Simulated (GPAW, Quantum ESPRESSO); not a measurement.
The B K edge of atom 2 in MgB2 (P6/mmm), with 3 B at 1.78 Å (trigonal planar, site symmetry -6m2), was computed in 2 ways: excited-electron core hole (neutral cell) and no core hole. Program and functional: Quantum ESPRESSO XSpectra, PBE, Lorentzian half width 0.3 eV up to 4 eV, rising linearly to 2.5 eV at 25 eV; cells of 3 and 27 atoms (the run without a hole in the smaller).

Each run is counted from its own lowest empty level or Fermi level and scaled to a mean of 1 over its first 20 eV.

| E (eV) | run 1 | run 2 |
| --- | --- | --- |
| -2.0 | 0.03 | 0.03 |
| -1.0 | 0.05 | 0.06 |
| 0.0 | 0.34 | 0.32 |
| 1.0 | 0.31 | 0.34 |
| 2.0 | 0.41 | 0.41 |
| 3.0 | 0.42 | 0.55 |
| 4.0 | 0.41 | 0.61 |
| 5.0 | 0.53 | 0.95 |
| 6.0 | 0.84 | 1.49 |
| 7.0 | 1.00 | 1.46 |
| 8.0 | 1.03 | 1.34 |
| 9.0 | 1.06 | 1.30 |
| 10.0 | 1.09 | 1.29 |
| 11.0 | 1.19 | 1.29 |
| 12.0 | 1.22 | 1.31 |
| 13.0 | 1.32 | 1.30 |
| 14.0 | 1.35 | 1.23 |
| 15.0 | 1.43 | 1.15 |
| 16.0 | 1.53 | 1.05 |
| 17.0 | 1.55 | 0.91 |
| 18.0 | 1.42 | 0.78 |
| 19.0 | 1.21 | 0.69 |
| 20.0 | 1.08 | 0.66 |
| 21.0 | 1.04 | 0.65 |
| 22.0 | 1.00 | 0.62 |
| 23.0 | 0.94 | 0.58 |
| 24.0 | 0.85 | 0.53 |
| 25.0 | 0.77 | 0.49 |
| 26.0 | 0.70 | 0.47 |
| 27.0 | 0.67 | 0.47 |
| 28.0 | 0.67 | 0.48 |
| 29.0 | 0.68 | 0.50 |
| 30.0 | 0.69 | 0.50 |
| 31.0 | 0.69 | 0.49 |
| 32.0 | 0.66 | 0.47 |

**Question.** Which run is which?

Run 1: no core hole (area from −2 to 6 eV 2.8, main maxima 0.4 eV (0.51), 2.0 eV (0.41), 3.2 eV (0.44) and 16.7 eV (1.56)). Run 2: excited-electron core hole (neutral cell) (area from −2 to 6 eV 4.0, main maxima 0.3 eV (0.40), 1.6 eV (0.48) and 6.2 eV (1.50)). With each curve scaled to its own mean, the area from −2 to 6 eV with the hole is 4.0 against 2.8, and the centre of weight from −1 to 20 eV moves by -1.5 eV: the hole pulls the absorber's empty states down.

[Hosts, paths, dates, database ids (printed as entryN), source tags and the programs' standing remarks are cut or masked in the printed files.]

[Lists of maxima count a maximum above −3 eV only where it reaches 4 % of the highest in the window and stands out from its surroundings by 2 % of it (1.5 % where it reaches 55 %); shoulders and weaker maxima are passed over, and of the rest the first, up to two pre-edge ones and the few strongest are named.]
